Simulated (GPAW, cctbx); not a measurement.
# CsSi4Pt4: what bonding does to one electron reflection, worked out

CsSi4Pt4, I4 (no. 79), a = 8.6677 Å, b = 8.6677 Å, c = 4.6183 Å, α = 90.00°, β = 90.00°, γ = 90.00°.

| atom | mult. | x | y | z |
| --- | --- | --- | --- | --- |
| Pt1 | 8 | 0.3337 | 0.1801 | 0.4761 |
| Cs1 | 2 | 0 | 0 | 0.4702 |
| Si1 | 8 | 0.6190 | 0.8908 | 0.9761 |

The cell comes from substitution in a known structure type and wasn't matched to any measured phase.

A DFT run (GPAW, PBE, 450 eV, 6×6×6 k-points, Fermi–Dirac width 0.1 eV) gives the static X-ray structure factor of 110 as 82.625 e for the conventional cell; superposed free atoms give 82.308 e. **Problem.** Find the Fourier component V of the crystal potential and the two-beam extinction distance at 200 kV in both cases.

### 1. Geometry

The cell volume is Ω = 346.97 Å³ and d(110) = 6.1290 Å, so g = 1/d = 0.1632 Å⁻¹.

### 2. The nuclei

Electrons feel nuclei as well as electrons, so the nuclear charges are summed with the same phases.

Phase sums Σ exp(2πi h·x), turned so that the total is real and positive: Pt +1.706, Cs -2.000, Si +4.538. Then F_Z = 78 × (+1.706) + 55 × (-2.000) + 14 × (+4.538) = 86.63 e. The electron term has the same sign for this reflection.

### 3. Mott–Bethe

Poisson's equation, term by term, gives V = (e/4πε₀)(F_Z − F)/(πΩg²), with e/4πε₀ = 14.3996 V Å.

The prefactor is 14.3996 × 6.1290²/(π × 346.97) = 0.49623 V per electron. Free atoms: (86.63 − 82.308) × 0.49623 = 2.146 V. Crystal: (86.63 − 82.625) × 0.49623 = 1.989 V. F changes by +0.39 % and V by -7.3 %: the same 0.32 e is measured against F_Z − F = 4.3 e in place of F = 82.3 e.

### 4. Extinction distance

In the two-beam case ξ = 1/(λU) with U = 2γm₀eV/h², that is ξ = 150.41 V Å²/(γλV).

At 200 kV, λ = 0.02508 Å and γ = 1.3914. Free atoms: ξ = 2008 Å. Crystal: ξ = 2167 Å. The thickness fringes go as sin²(πt/ξ), so the two patterns slip by a quarter of a period when t|1/ξ₁ − 1/ξ₀| = 1/4, at t ≈ 685 nm. Thermal motion, absorption and many-beam coupling, left out here, change a real pattern.

### 5. Answer

V(110) is 1.99 V against 2.15 V, and ξ is 2167 against 2008 Å. Limits: static atoms, two beams.
